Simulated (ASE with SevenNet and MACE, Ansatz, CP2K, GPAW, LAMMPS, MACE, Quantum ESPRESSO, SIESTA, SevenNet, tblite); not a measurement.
**Machine-learned potentials runs on liquid Zn23Cd15S38 at 1800 K (76 atoms)**

Aim: run liquid Zn23Cd15S38 at 1800 K (76 atoms) in machine-learned potentials and see how near its forces come to a plane-wave reference, and at what cost.

Method: the method is named at each step, in ASE with SevenNet and MACE.

## 1. The structure

The cell holds 76 atoms: 23 Zn, 15 Cd and 38 S. Cell: a = 11.895 Å, b = 11.895 Å, c = 11.895 Å, α = 90.0°, β = 90.0°, γ = 90.0°. 76 atoms (23 Zn, 15 Cd, 38 S) placed at random at 4.35 g/cm³, melted at 2500 K for 10 ps at fixed volume with the Stillinger-Weber II-VI potential (Zhou et al., Phys. Rev. B 88, 085309 (2013)). Snapshot at the end of a hold of 5 ps at 1800 K and fixed volume.

The yardstick, on the same geometry:

- method: Kohn-Sham DFT, PBE, SSSP efficiency 1.3.0 pseudopotentials, plane waves (Quantum ESPRESSO 7.5); sssp-pbe-1.3.0-efficiency, cutoffs 45/360 Ry, Γ point
- r.m.s. force component: 0.8571 eV/Å
- longest force: 2.878 eV/Å
- pressure: -1.555 GPa
- time: 6.1 min on 4 MPI ranks of Arm Neoverse V2, shared host
- CPU time: 24 min

## 2. SevenNet l3i5 potential

Method: machine-learned interatomic potential SevenNet l3i5, trained on PBE(+U) plane-wave data.

Contents of run.py:

```python
import numpy as np
from ase.io import read
import mlip  # loads the published weights by name

atoms = read("structure.xyz")
atoms.calc = mlip.calc("7net-l3i5")
energy = atoms.get_potential_energy()
forces = atoms.get_forces()
print(f"energy {energy:.6f} eV")
print("forces (eV/A)")
for i, (a, f) in enumerate(zip(atoms, forces)):
    print(f"{i:4d} {a.symbol:2s} {f[0]:10.5f} {f[1]:10.5f} {f[2]:10.5f}")
stress = -atoms.get_stress(voigt=False) * 160.21766
print("stress (GPa, compression positive)")
for row in stress:
    print(" ".join(f"{x:10.4f}" for x in row))
```

Contents of structure.xyz:

```xyz
76
Lattice="11.89530 0.00000 0.00000 0.00000 11.89530 0.00000 0.00000 0.00000 11.89530" Properties=species:S:1:pos:R:3 pbc="T T T"
Zn 10.43551 10.29788 10.60430
Zn 0.65055 10.90525 7.36283
Zn 6.65720 11.42365 9.93377
Zn 8.71402 10.07104 1.45765
Zn 4.37033 10.23222 8.32504
Zn 11.28043 2.41284 8.68309
Zn 9.84657 6.42037 2.29972
Zn 11.00422 11.11152 4.30943
Zn 9.65898 4.35915 10.40161
Zn 0.72859 5.77445 4.31086
Zn 0.87966 11.68559 0.79496
Zn 3.63199 10.72219 0.37268
Zn 2.86344 10.35486 4.63726
Zn 2.15245 1.16966 9.80375
Zn 6.47866 0.56253 1.32728
Zn 8.33373 0.95971 11.10486
Zn 8.13876 11.85593 6.18698
Zn 1.96427 8.09356 3.08445
Zn 6.77854 2.92862 9.11525
Zn 7.13159 3.73263 1.17454
Zn 1.67248 4.24686 8.22881
Zn 9.92116 8.33979 5.35764
Zn 5.73817 11.54451 4.08485
Cd 11.06275 2.94016 1.90765
Cd 0.93925 7.17001 8.04777
Cd 4.95499 2.66383 5.05015
Cd 9.21719 8.87711 9.00748
Cd 1.45408 5.60887 0.15167
Cd 7.29753 7.09019 10.94748
Cd 6.89071 8.16351 4.44646
Cd 7.94202 4.84460 5.13675
Cd 4.51379 6.36494 6.72965
Cd 3.35091 2.83251 1.68176
Cd 11.75363 7.68329 11.56413
Cd 10.39102 3.06732 6.03032
Cd 4.30443 5.48219 10.23186
Cd 1.20440 1.84948 4.74230
Cd 4.96557 6.90796 1.49988
S 11.20549 8.33813 3.36423
S 9.85752 1.31764 3.84266
S 6.82814 7.73587 7.13885
S 4.12731 0.26312 1.88957
S 4.98330 4.63560 0.88001
S 1.63263 1.24449 7.31394
S 0.06019 4.73338 6.28238
S 7.54852 5.29888 9.10704
S 4.88968 8.62719 11.51322
S 3.55551 7.43504 8.99701
S 9.60070 6.49400 6.61188
S 5.95169 2.02375 11.14375
S 0.23910 4.26780 10.36295
S 10.25256 10.36390 6.91462
S 6.77842 10.42302 0.17010
S 4.04916 11.77421 10.06628
S 9.31164 2.76352 0.14845
S 3.87680 3.37755 9.00534
[... 16 atom lines left out ...]
S 10.22151 11.67012 0.78592
S 8.36347 9.88190 4.05772
S 6.71192 10.81592 7.68115
S 1.03489 11.32004 3.23314
```

Started as:

```console
OMP_NUM_THREADS=1 python run.py > output.txt
```

Log:

```text
energy -214.946655 eV
forces (eV/A)
   0 Zn    1.04159    1.72740    0.78861
   1 Zn    0.37099    0.03363    0.38669
   2 Zn   -0.53636    0.18885   -0.34689
   3 Zn    0.32106   -0.19782    0.51415
   4 Zn   -0.62992   -0.02055   -0.77459
   5 Zn    0.45847   -0.77739    0.57400
   6 Zn    0.00535    0.62269    0.13914
   7 Zn   -1.05729   -0.03669    0.17479
   8 Zn   -0.38567    0.64009   -0.56629
   9 Zn    0.30143   -0.06461   -0.31983
  10 Zn   -0.52059   -0.18814   -0.33380
  11 Zn    0.03635   -1.09635   -1.35872
  12 Zn    0.41938    0.57200    0.25152
  13 Zn   -0.11288    0.03989    0.15366
  14 Zn   -0.70467    0.55860    0.41021
  15 Zn    0.81693   -0.15262   -0.26650
  16 Zn    0.57044   -0.27651    0.21163
  17 Zn   -0.49389    0.82601   -0.85593
  18 Zn   -0.24123    0.71144   -0.06448
  19 Zn    0.47300   -0.74154    0.37751
  20 Zn    0.35614   -0.51386    0.29956
  21 Zn    0.46001    0.55009   -0.11153
  22 Zn   -0.80663   -0.14267    0.08609
  23 Cd   -0.48367   -2.63748    0.17028
[...]
68 S     0.19520    0.13556   -0.27644
  69 S    -0.60336    0.82046    0.55450
  70 S    -1.04127   -1.05254   -0.70913
  71 S    -1.23768   -0.84989    0.27175
  72 S    -0.26608   -0.81368   -0.23612
  73 S     1.08421    2.16306   -0.68438
  74 S    -0.51097   -1.05602    1.15171
  75 S     1.14485    0.63828    1.22011
stress (GPa, compression positive)
   -1.9672     0.1781     0.6002
    0.1781    -0.2104    -0.2136
    0.6002    -0.2136    -2.0657
```

Run time: 8.9 s. Hardware: 1 thread of Arm Neoverse V2, shared host; peak memory 1.1 GiB.

Banners, paths, timers and routine set-up lines are dropped from the logs unmarked, and long logs keep their key lines alone; longer cuts are marked.

Compared with the plane-wave run:

| Quantity | Value |
| --- | --- |
| r.m.s. force component | 0.8176 eV/Å |
| r.m.s. difference of force components | 129.8 meV/Å |
| longest difference of force vectors | 632.6 meV/Å |
| force difference over r.m.s. force | 15.15 % |
| slope of forces against the reference's | 0.9435 |
| correlation of force components | 0.9891 |
| pressure | -1.414 GPa |
| pressure difference | 0.1409 GPa |

Length of the force difference by element (eV/Å):

```
element  atoms  mean  most
     Cd     15  0.17  0.35
      S     38  0.23  0.63
     Zn     23  0.15  0.24
```

Local excerpt of 10 atoms (numbers count through the whole input) about S49, which has 2 bonded neighbours where the commonest count for S is 3; x, y, z are measured from there.

```
atom      x      y      z  distance (Å)  bonds     Fx     Fy  Fz (eV/Å)
 S49   0.00   0.00   0.00          0.00      2  -1.03  -0.19      -0.75
Zn22   0.32   1.85  -1.25          2.25      4   0.46   0.55      -0.11
Cd31  -1.66  -1.65  -1.48          2.77      3  -0.22  -0.48       2.66
 S62   0.77   0.30   2.72          2.85      4   1.99  -0.15       0.30
 S45   2.35  -1.76  -0.33          2.96      3   1.84   1.41       0.52
 S41  -2.77   1.24   0.53          3.08      2   0.21   0.06      -0.85
Cd27  -0.38   2.38   2.40          3.40      2  -0.99   0.36      -1.23
 S46  -2.05  -1.20   2.50          3.44      3   0.37  -0.67       1.57
Cd35   0.79  -3.43  -0.58          3.56      3  -2.04  -2.07      -0.50
Cd25   3.23   0.68   1.44          3.60      3   0.20   0.32       0.24
```

Atoms are counted from 1 here, from 0 in the log.

Forces lie 15 % from the reference's, at 0.0055 times its CPU time (on 1 against 4 cores).

## 3. MACE MP-0b3 medium potential

Method: machine-learned interatomic potential MACE MP-0b3 medium, trained on PBE(+U) plane-wave data.

Edit run.py of step 2 so:

```diff
@@ -5,3 +5,3 @@
 atoms = read("structure.xyz")
-atoms.calc = mlip.calc("7net-l3i5")
+atoms.calc = mlip.calc("mace-mp-0b3-medium")
 energy = atoms.get_potential_energy()
```

structure.xyz is that of step 2.

Log:

```text
energy -216.784651 eV
forces (eV/A)
   0 Zn    0.89903    1.55401    0.62279
   1 Zn    0.29078    0.04653    0.30441
   2 Zn   -0.50608    0.29575   -0.32888
   3 Zn    0.25093   -0.08084    0.52190
   4 Zn   -0.47493   -0.01075   -0.63741
   5 Zn    0.52378   -0.78399    0.30522
   6 Zn   -0.01342    0.66901    0.23337
   7 Zn   -0.97997   -0.02361    0.25644
   8 Zn   -0.26121    0.52644   -0.62064
   9 Zn    0.21567   -0.04893   -0.35568
  10 Zn   -0.44572   -0.08621   -0.14747
  11 Zn    0.03059   -1.01009   -1.44263
  12 Zn    0.38563    0.59976    0.25218
  13 Zn   -0.07782    0.17958    0.11057
  14 Zn   -0.66860    0.63821    0.41548
  15 Zn    0.78182   -0.32050   -0.36111
  16 Zn    0.48056   -0.16457    0.08978
  17 Zn   -0.65313    0.81752   -0.80046
  18 Zn   -0.18087    0.73039   -0.23906
  19 Zn    0.37137   -0.82085    0.41339
  20 Zn    0.38397   -0.64929    0.29769
  21 Zn    0.41781    0.34656   -0.04928
  22 Zn   -0.81167    0.01148    0.13326
  23 Cd   -0.53038   -2.59577    0.07607
[...]
68 S     0.05987    0.12623   -0.31392
  69 S    -0.70824    0.69586    0.61407
  70 S    -1.02387   -0.88836   -0.71925
  71 S    -1.17732   -0.95758    0.20100
  72 S    -0.32791   -0.66874   -0.21850
  73 S     0.94419    2.10627   -0.75674
  74 S    -0.49551   -0.92567    1.24106
  75 S     1.13354    0.61942    0.89648
stress (GPa, compression positive)
   -1.5332     0.0688     0.4887
    0.0688     0.1276    -0.0758
    0.4887    -0.0758    -1.8105
```

The job ended after 6.8 s (1 thread; peak memory 0.85 GiB).

Against the reference:

```
r.m.s. force component                  : 0.7943 eV/Å
r.m.s. difference of force components   : 161.3 meV/Å
longest difference of force vectors     : 929.1 meV/Å
force difference over r.m.s. force      : 18.82 %
slope of forces against the reference's : 0.9117
correlation of force components         : 0.9838
pressure                                : -1.072 GPa
pressure difference                     : 0.4833 GPa
```

Against the first run (15 %), the force difference from the reference is 19 %, at 0.82 times the CPU time.

## 4. MACE MP-0b2 small potential

Method: machine-learned interatomic potential MACE MP-0b2 small, trained on PBE(+U) plane-wave data.

Edit run.py of step 3 so:

```diff
@@ -5,3 +5,3 @@
 atoms = read("structure.xyz")
-atoms.calc = mlip.calc("mace-mp-0b3-medium")
+atoms.calc = mlip.calc("mace-mp-0b2-small")
 energy = atoms.get_potential_energy()
```

structure.xyz is that of step 3.

Log:

```text
energy -216.310448 eV
forces (eV/A)
   0 Zn    0.90352    1.59630    0.62106
   1 Zn    0.32380    0.12532    0.37644
   2 Zn   -0.45733    0.29227   -0.31417
   3 Zn    0.33745   -0.24892    0.61165
   4 Zn   -0.39408   -0.08480   -0.77321
   5 Zn    0.36728   -0.81046    0.16659
   6 Zn   -0.02697    0.63494    0.13786
   7 Zn   -1.06948    0.15354    0.23791
   8 Zn   -0.31769    0.68730   -0.68384
   9 Zn    0.27648   -0.08632   -0.40605
  10 Zn   -0.40191   -0.24480   -0.15945
  11 Zn    0.02779   -1.24444   -1.49838
  12 Zn    0.33171    0.62935    0.06018
  13 Zn   -0.16822    0.15156    0.14224
  14 Zn   -0.74062    0.57283    0.47301
  15 Zn    0.66840   -0.34462   -0.37885
  16 Zn    0.50100   -0.10351    0.10367
  17 Zn   -0.57738    0.94952   -0.88905
  18 Zn   -0.08160    0.78942   -0.18388
  19 Zn    0.60853   -0.84653    0.38669
  20 Zn    0.43137   -0.47959    0.44036
  21 Zn    0.34253    0.26060   -0.00220
  22 Zn   -0.83236   -0.17711    0.06759
  23 Cd   -0.37760   -2.50659   -0.02111
[...]
68 S     0.12700    0.29323   -0.25806
  69 S    -0.60686    0.89870    0.43744
  70 S    -0.91683   -0.85592   -0.69022
  71 S    -1.21840   -0.86265    0.24384
  72 S    -0.28369   -0.73747   -0.33176
  73 S     1.05332    2.06812   -0.77331
  74 S    -0.60110   -1.00113    1.25055
  75 S     1.24073    0.57281    0.97413
stress (GPa, compression positive)
   -1.7634     0.0667     0.5781
    0.0667    -0.2178    -0.1163
    0.5781    -0.1163    -1.8538
```

Run time: 5.5 s. Hardware: 1 thread; peak memory 0.67 GiB.

Compared with the plane-wave run:

```
r.m.s. force component                  : 0.7902 eV/Å
r.m.s. difference of force components   : 194.4 meV/Å
longest difference of force vectors     : 1067 meV/Å
force difference over r.m.s. force      : 22.68 %
slope of forces against the reference's : 0.8993
correlation of force components         : 0.9754
pressure                                : -1.278 GPa
pressure difference                     : 0.277 GPa
```

Against the first run (15 %), the force difference from the reference is 23 %, at 0.67 times the CPU time.

## 5. Side by side

Differences are against the plane-wave reference, forces as r.m.s. over components; share is that over the reference's r.m.s. force, slope the least-squares factor from reference forces to these. Total energies of different programs have different zeros and aren't compared.

```
                         run  Δ force, r.m.s. (meV/Å)  share (%)  slope  Δ pressure (GPa)  cores  CPU time  memory (GiB)
                   reference                        -          -      -                 -      4    24 min           4.3
     SevenNet l3i5 potential                      130       15.1  0.944             0.141      1     8.1 s           1.1
MACE MP-0b3 medium potential                      161       18.8  0.912             0.483      1     6.7 s          0.85
 MACE MP-0b2 small potential                      194       22.7  0.899             0.277      1     5.4 s          0.67
```

Times of the machine-learned potentials are mostly Python's start and the loading of weights.

CPU time is summed over cores on a shared host, where runs went side by side, so it is rough. Symmetry, cutoffs, thresholds, outputs and thread counts weren't matched or tuned between programs; memory under MPI is the largest rank's times the ranks.

## 6. What came out

```
nearest in forces : SevenNet l3i5 potential, 15 %
its CPU time      : 8.1 s
```

Machine-learned potentials differ by 15 % (SevenNet l3i5 potential) to 23 % (MACE MP-0b2 small potential); they were trained on other programs' data. The reference's pressure holds the uncorrected Pulay stress of its 45 Ry basis, so small pressure differences, and their order, may be the reference's own error. The frame stands for 1800 K, but pressures are static and levels are smeared at 580 K, under the temperature of the frame, which matters where levels are partly filled. Machine-learned potentials mimic data converged in k, so the reference's own k-point error enters their differences. The network of bonds at the start is that of the classical potential that made the cell, and needn't be the one that DFT or experiment would give. The electronic-structure runs sample only Γ, in a cell whose shortest periodic width is 12 Å, which is coarse for a cell with partly filled levels.

[Also dropped from logs without a mark: logging warnings of Python, and SIESTA's first energy breakdown and zero terms.]

[Logs are printed without paths, hosts, clocks, repeated set-up lines and the standing remarks that a program may print on its own settings, such as how far it seeks lower states.]

[Hosts, paths, dates, database ids (printed as entryN), source tags and the programs' standing remarks are cut or masked in the printed files.]
